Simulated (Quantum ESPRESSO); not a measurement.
Consider HoN (Fm-3m).

```
CELL_PARAMETERS angstrom
0.00000 2.43500 2.43500
2.43500 0.00000 2.43500
2.43500 2.43500 0.00000
ATOMIC_POSITIONS crystal
Ho 0.00000 0.00000 0.00000
N 0.50000 0.50000 0.50000
```

Absorber: atom 2, with 6 Ho at 2.43 Å (octahedral, site symmetry m-3m). Method: Quantum ESPRESSO XSpectra, PBEsol, excited-electron core hole (neutral cell), 12-atom cell with 6.0 Å between holes, 5×6×6 k points, dipole transitions, Lorentzian half width 0.3 eV up to 4 eV, rising linearly to 2.5 eV at 25 eV, without spin-orbit coupling.

Question: Where do the maxima of the N K edge fall?

Main maxima up to 24 eV above the zero (height): 4.6 eV (2.31), 8.8 eV (1.79) and 23.1 eV (1.04). A K edge sees empty p states on the absorber. The total-energy difference is 401.16 eV. One term is added: -7.82 eV, since the hole is spin-paired here and a spin-polarised one costs that much less in the free atom (computed apart). The photon energy is then 393.34 eV. The functional leaves an error in such absolute values: in the free atom PBEsol prices this hole 1.8 eV below PBE (computed apart), and PBE is itself good to a few eV.

The N K spectrum (energy from the energy zero of the input (xe0, at the border of filled and empty states); intensity scaled to a mean of 1 over the first 20 eV; the points at xe0, where the cut of filled states can leave a spike, are interpolated):

```tsv
E (eV)	intensity
-2.00	0.04
-1.25	0.06
-0.50	0.10
0.25	0.31
1.00	0.61
1.75	0.89
2.50	1.25
3.25	1.44
4.00	2.08
4.75	2.16
5.50	1.43
6.25	1.25
7.00	1.23
7.75	1.40
8.50	1.75
9.25	1.68
10.00	1.29
10.75	1.02
11.50	0.82
12.25	0.68
13.00	0.61
13.75	0.59
14.50	0.57
15.25	0.54
16.00	0.48
16.75	0.45
17.50	0.47
18.25	0.54
19.00	0.62
19.75	0.70
20.50	0.79
21.25	0.90
22.00	0.99
22.75	1.04
23.50	1.03
24.25	0.96
25.00	0.85
25.75	0.75
26.50	0.67
27.25	0.61
28.00	0.57
28.75	0.54
29.50	0.51
30.25	0.49
31.00	0.48
31.75	0.49
```

The run has no spin polarisation, although Ho can carry a moment. Lanthanide 4f electrons are frozen in the core. The holes are only 6.0 Å apart, so the shape is probably not converged with cell size; no larger cell was run here. The structure is a published determination, not relaxed.

[Banner, clock and machine lines of the logs are left out without a mark of their own.]

[Logs are printed without paths, hosts, clocks, repeated set-up lines and the standing remarks that a program may print on its own settings, such as how far it seeks lower states.]

[Hosts, paths, dates, database ids (printed as entryN), source tags and the programs' standing remarks are cut or masked in the printed files.]

[Lists of maxima count a maximum above −3 eV only where it reaches 4 % of the highest in the window and stands out from its surroundings by 2 % of it (1.5 % where it reaches 55 %); shoulders and weaker maxima are passed over, and of the rest the first, up to two pre-edge ones and the few strongest are named.]
